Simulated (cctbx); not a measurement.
# Which space group?

Cell: a = 14.9400 Å, b = 4.6910 Å, c = 8.6140 Å, α = 90.00°, β = 90.00°, γ = 90.00°. Expected content of the cell: Tl4 I4 Se12.

Simulated single-crystal data (cctbx): Mo Kα, λ = 0.71073 Å, to d = 0.65 Å, 95 % of the full sphere, strongest reflection 40000 counts, noise from counting, a 3 % proportional error and a noise floor of 15 counts (s.d.); no absorption.

Tests on the unmerged data give:

```text
8792 reflections to d = 0.650 A
centring   violations  <I/sigma> of those
    A       3059 of  4365     13.4
    B       2348 of  4391     10.6
    C       2985 of  4404     13.3
    I       2967 of  4388     13.0
    R       3969 of  5867     13.1
    F       4196 of  6580     12.4
Laue class    unique    Rint  (classes that these axes allow; Friedel mates merged)
P -1             4614   0.025
P 1 2/m 1        2555   0.029
P 1 1 2/m        2450   0.029
P 2/m 1 1        2401   0.029
P m m m          1390   0.031
space group    extra absences  I>4sigma  <I/sigma>
P 2 2 2                 0          0         -  acentric
P 2 2 21               13          0      -0.0  acentric
P 21 2 2               22          0      -0.1  acentric
P 21 2 21              35          0      -0.1  acentric
P m m 2                 0          0         -  acentric
P 2 m m                 0          0         -  acentric
P m 2 m                 0          0         -  acentric
P 21 m a              243          0       0.0  acentric
P m 2 a               243          0       0.0  acentric
P 2 n a               679          0      -0.0  acentric
P m n 21              458          0      -0.0  acentric
P 21 n m              458          0      -0.0  acentric
P m m m                 0          0         -  centric
P m m a               243          0       0.0  centric
P m n a               679          0      -0.0  centric
P m n m :1            458          0      -0.0  centric
P m n m :2            458          0      -0.0  centric
Wilson B = 1.35 A^2   <|E^2-1|> = 0.928 (0.968 centric, 0.736 acentric)   E^2>4: 3.2 %
shell (A)         n   <I/sigma>
14.94 - 1.30    206     39.1
 1.30 - 1.03    179     36.9
 1.03 - 0.90    173     33.1
 0.90 - 0.82    160     28.0
 0.82 - 0.76    173     27.7
 0.76 - 0.72    163     25.0
 0.72 - 0.68    167     23.9
 0.68 - 0.65    169     20.6
```

**Question.** What are the lattice type, the Laue class and the likely space group?

Every centring test has many violations, so the lattice is primitive.

Rint stays low (0.025 to 0.031) up to P m m m, the highest class in these axes.

17 settings pass the absence test. The most absences obeyed, 679, belong to P 2 n a and P m n a, which absences can't tell apart.

⟨|E²−1|⟩ = 0.928 leans to a centrosymmetric structure. The Wilson B of 1.35 Å² means U ≈ 0.0171 Å².

The true group is Pmna (no. 53), Laue class mmm, centrosymmetric. The tables only narrow the choice to the tied entries; cell content, site symmetry and trial solutions must settle it.

The model was made for the exercise: a known structure type with other elements put in, its volume estimated, not relaxed; displacement parameters are assumed.

[Logs are printed without paths, hosts, clocks, repeated set-up lines and the standing remarks that a program may print on its own settings, such as how far it seeks lower states.]
